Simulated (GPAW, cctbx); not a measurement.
## Li3Cr: deformation density and structure factors from DFT

Aim: compute the bonding part of the density of Li3Cr, find which reflections carry it, and see how it biases an ordinary refinement.

The start was made by putting kin elements into a known structure type; the compound need not exist, or be stable, in this form. All numbers below are calculated.

## 1. Find the equilibrium geometry

The density hangs on the geometry, so cell and atoms are relaxed first, with the symmetry held. The cutoff is set higher than for the density because stress converges slowly with plane waves.

Settings: GPAW 26.7.0, PBE, 670 eV, 8×8×2 k-points (along the axes of the calculation cell), Fermi–Dirac width 0.1 eV, spin-polarised, BFGS to 0.03 eV/Å.

```text
cell
1.0
     2.879000000    0.000000000    0.000000000
    -1.439500000    2.493287137    0.000000000
     0.000000000    0.000000000    8.864000000
Cr Li
1 3
Direct
0.000000000 0.000000000 0.000000000
0.333333333 0.666666667 0.734100000
0.333333333 0.666666667 0.265900000
0.000000000 0.000000000 0.500000000
```

```console
$ OMP_NUM_THREADS=1 mpirun -n 4 gpaw python run.py > gpaw.log
```

```text
BFGS:    0      -13.492374        0.530020
BFGS:    1      -13.503633        0.510613
BFGS:    2      -13.656471        0.337780
BFGS:    3      -13.686679        0.305440
...
BFGS:   11      -13.720696        0.038359
BFGS:   12      -13.720837        0.031442
BFGS:   13      -13.721195        0.026687
cell  2.9012 2.9012 9.7538  90.00 90.00 120.00
volume 71.099 A^3, largest force 0.023 eV/A, largest stress 0.24 GPa
```

After 13 steps the volume has changed by +11.7 % and the energy by -0.229 eV; the largest stress left is 0.24 GPa. It took 1.8 min on 4 cores of Arm Neoverse V2 (shared host), peak memory 1 GiB.

Relaxed structure: P-6m2 (no. 187), a = 2.9012 Å, b = 2.9012 Å, c = 9.7538 Å, α = 90.00°, β = 90.00°, γ = 120.00°.

| atom | mult. | x | y | z |
| --- | --- | --- | --- | --- |
| Cr1 | 1 | 0 | 0 | 0 |
| Li1 | 2 | 1/3 | 2/3 | 0.7614 |
| Li2 | 1 | 0 | 0 | 1/2 |

## 2. The all-electron density

X-rays see the whole electron density, so the PAW density is rebuilt with its core regions. Subtracting spherical free atoms from the same code cancels the cores and leaves the deformation density Δρ, the part due to bonding.

Settings: PBE, 550 eV, 9×9×3 k-points (along the axes of the calculation cell), Fermi–Dirac width 0.1 eV, spin-polarised; primitive cell of 4 atoms.

```console
$ OMP_NUM_THREADS=1 mpirun -n 4 gpaw python run.py > gpaw.log
```

```text
|iter:   1|       0s |  -14.127798 | -0.18 |       |  +3.0490|
|iter:   2|       0s |  -13.595337 | -1.32 | -0.55 |  +3.0463|
|iter:   3|       0s |  -13.499579 | -2.23 | -0.67 |  +3.0565|
...
|iter:  15|       5s |  -13.680379c| -6.35 | -3.67 |  +3.9018|
|iter:  16|       5s |  -13.680386c| -7.11 | -4.00c|  +3.9021|
|iter:  17|       6s |  -13.680388c| -7.56c| -4.64c|  +3.9021|
```

```text
grid (32, 32, 108)  electrons 33.000  moved by bonding 0.364 e
deformation density beyond 0.5 A of the nuclei: max 0.036, min -0.207 e/A^3
atom        x       y       z   Voronoi charge  moment
Cr1    0.0000  0.0000  0.0000      0.078       3.29
Li2    0.3333  0.6667  0.7614     -0.040      -0.01
Li3    0.3333  0.6667  0.2386     -0.040      -0.01
Li4    0.0000  0.0000  0.5000      0.001       0.01
mean inner potential of superposed free atoms 11.526 V
total magnetic moment 3.902 muB
```

Deformation density in a plane through the shortest contact of the Cr atom at the origin, in 0.01 e/Å³ (clipped at ±99); x from -1.6 to 4.5 Å, y from 2.4 down to -2.4 Å:

```text
 -1   .   .   0   1   2   3   3   3   3   3   3   2   1   1   0
  0  -1   0   1   2   3   3   3   3   3   3   2   2   1   0   0
  0   0   1   2   2   3   3   3   3   3   2   2   1   0   0   0
  0   1   1   1   1   2   3   4   3   2   2   1   0   0   0   0
  1   1  -1  -3  -4  -4   1   3   3   2   1   0   0   0   0   0
  1   0  -4 -11   . -15  -3   1   2   1   0   .  -1  -1   0   0
  2   0  -4   .   .   .  -3   1   1   0   .   .   .  -1   0   0
  2   1  -4 -17   . -11  -3   0   1   0  -1   .  -1   0   0   0
  3   3   0  -5  -4  -3  -1   1   1   0  -1  -1  -1   0   0   0
  3   3   3   1   1   1   1   1   0   0   0   0   0   0   0   0
  3   3   3   3   2   2   1   0   0   0   0   0   0   0   0   0
  3   3   3   3   2   2   1   0   0   0   0   0   0   0   0   0
  3   3   3   2   2   1   0   0   0   0   0   0  -1  -1  -1  -1
```

Atoms in or within 0.15 Å of the plane: Cr (0.0, 0.0), Li (2.9, 0.0) Å. Dots mark points within about 0.45 Å of a nucleus; large values next to them are atomic features.

Li gains most (-0.03 e) and Cr loses most (+0.08 e), in averages over each element's sites, which isn't the order of electronegativity: valence and coordination count too, and Voronoi cells cut space at the midplane whatever the atoms' sizes. Along the shortest contact from the Cr atom at the map's origin, Cr–Li at 2.87 Å, Δρ is +0.01 e/Å³ at the midpoint: little piles up between the atoms, as is usual in a metallic crystal, which this run finds. At the midpoints of other shortest contacts it is +0.03 (Cr–Cr, 2.90 Å) and 0.00 (Li–Li, 2.90 Å) e/Å³. Point values carry grid noise of about 0.01 e/Å³. The cell's moment is 3.90 μB; the largest inside an atomic sphere is 3.29 μB. The run needed 17 iterations, 9.7 s.

## 3. Structure factors

The Fourier components of Δρ, added to those of the free atoms, give the static X-ray structure factors; the Mott–Bethe relation turns them into the Fourier components V of the potential that fast electrons feel.

```text
static structure factors of the conventional cell: F in electrons, V (Mott-Bethe) in volts
   h  k  l      d  |F| table  |F| free   |F| DFT   change   |V| free  |V| DFT  change %
   0  0  1  9.7538    20.992    20.984    20.979   -0.005     2.732    2.760      1.0
   0  0  2  4.8769    19.550    19.504    19.403   -0.102     2.387    2.543      6.5
   0  0  3  3.2513    17.193    17.096    16.847   -0.249     1.788    1.958      9.5
   1  0  0  2.5125    18.547    18.432    18.194   -0.238     2.528    2.622      3.7
   0  0  4  2.4385    23.137    23.008    22.686   -0.322     3.737    3.860      3.3
   1  0  1  2.4331    16.224    16.116    15.929   -0.188     1.783    1.855      4.0
   1  0  2  2.2335    20.995    20.879    20.680   -0.199     3.075    3.139      2.1
   1  0  3  1.9881    15.246    15.172    15.050   -0.122     1.656    1.687      1.9
   0  0  5  1.9508    15.870    15.797    15.634   -0.163     1.792    1.832      2.2
   1  0  4  1.7498    15.678    15.629    15.547   -0.082     1.784    1.800      0.9
   0  0  6  1.6256    13.508    13.487    13.383   -0.104     1.373    1.391      1.3
   1  0  5  1.5409    12.298    12.294    12.240   -0.054     1.185    1.193      0.7
   1  1  0  1.4506    17.873    17.839    17.846    0.007     2.057    2.056     -0.0
   1  1  1  1.4348    12.356    12.363    12.364    0.002     1.203    1.203     -0.0
```

The largest X-ray change is -0.32 e on 004, 1.4 % of |F|. For electrons V goes as (Z − F)/g², so a change of F counts against Z − F, which is small at low angle and wherever the atoms' terms cancel: |V| of 003 moves by +9.5 % (1.79 to 1.96 V) against -1.5 % in |F|. The tabulated Hartree–Fock atoms differ from the free DFT atoms by up to 0.13 e, so the choice of reference atom matters too.

## 4. Convergence

Cutoff and k-mesh: one is changed at a time, to find what the result needs.

| run | ΔF 004 (e) | ΔF 003 (e) | ΔF 100 (e) | q(Li) (e) | moved (e) | time |
| --- | --- | --- | --- | --- | --- | --- |
| 550 eV 9×9×3 | -0.322 | -0.249 | -0.238 | -0.026 | 0.364 | 9.7 s |
| 250 eV 9×9×3 | -0.327 | -0.253 | -0.243 | -0.026 | 0.374 | 5.7 s |
| 350 eV 9×9×3 | -0.324 | -0.250 | -0.240 | -0.027 | 0.364 | 7.3 s |
| 750 eV 9×9×3 | -0.321 | -0.248 | -0.237 | -0.026 | 0.364 | 15 s |
| 550 eV 3×3×1 | -0.281 | -0.256 | -0.232 | -0.027 | 0.365 | 5.4 s |
| 550 eV 5×5×2 | -0.320 | -0.235 | -0.246 | -0.024 | 0.371 | 6.8 s |

Within 0.01 e of the base on all three: 250 eV 9×9×3, 350 eV 9×9×3 and 750 eV 9×9×3. The largest error, 0.041 e, comes with 550 eV 3×3×1. Times are from shared hosts.

## 5. Refining ordinary atoms against data with bonding

Routine crystallography fits spherical atoms. To see the bias, intensities are simulated from tabulated atoms plus the DFT change ΔF, so that bonding alone can misfit (2372 reflections of the full sphere, merged to the counts below, to 0.5 Å, 1.5 % proportional noise plus counting noise, assumed isotropic U as listed, Δρ smeared by the mean U) and refined with cctbx over different ranges.

```
                    range  data      R1  GooF  U Cr1 (true 0.0088)  U Li1 (true 0.0143)  U Li2 (true 0.0143)  largest shift (Å)  Δρ max, min (e/Å³)
                 all data   289  0.0049  1.22               0.0088               0.0141               0.0141             0.0001         0.09, -0.16
 low resolution, d > 0.84    73  0.0047  1.48               0.0084               0.0133               0.0141             0.0004         0.06, -0.09
     high order, d < 0.75   188  0.0042  1.02               0.0088               0.0142               0.0142             0.0008         0.04, -0.05
occupancies free, d > 0.7   118  0.0050  1.44               0.0087               0.0141               0.0137             0.0010         0.06, -0.12
```

With all data GooF is 1.22, diluted by the many high-angle data; the misfit shows at low resolution; the top residual peak, near noise level, lies 1.67 Å from Cr and 1.68 Å from Cr, between them. No U is off by more than 3 s.u. at low resolution. With Cr1 held at 1 and the scale free, the other occupancies refine to Li1 1.006(0.013) and Li2 0.992(0.013), within three s.u. of full.

## 6. Answer

Bonding moves 0.36 e in the primitive cell of Li3Cr and changes the structure factors of the conventional cell in the table above by at most 0.32 e (004, 1.4 %), and among reflections above 2 % of the strongest by up to 1.5 % (003). The shortest bond, Cr–Li, has Δρ = +0.01 e/Å³ at its midpoint, with no localised bond charge. Within 0.01 e of the base on all three: 250 eV 9×9×3, 350 eV 9×9×3 and 750 eV 9×9×3. The largest error, 0.041 e, comes with 550 eV 3×3×1. With all data GooF is 1.22, diluted by the many high-angle data. Limits: static density, frozen cores, no spin–orbit coupling; a ferromagnetic start is the only order tried, and the real ground state may be antiferromagnetic or insulating.

[Outputs are excerpts: Python notices, other lines and further rows are left out; steps that failed or that the build refused (PBEsol, TPSS) are not shown.]

[Logs are printed without paths, hosts, clocks, repeated set-up lines and the standing remarks that a program may print on its own settings, such as how far it seeks lower states.]
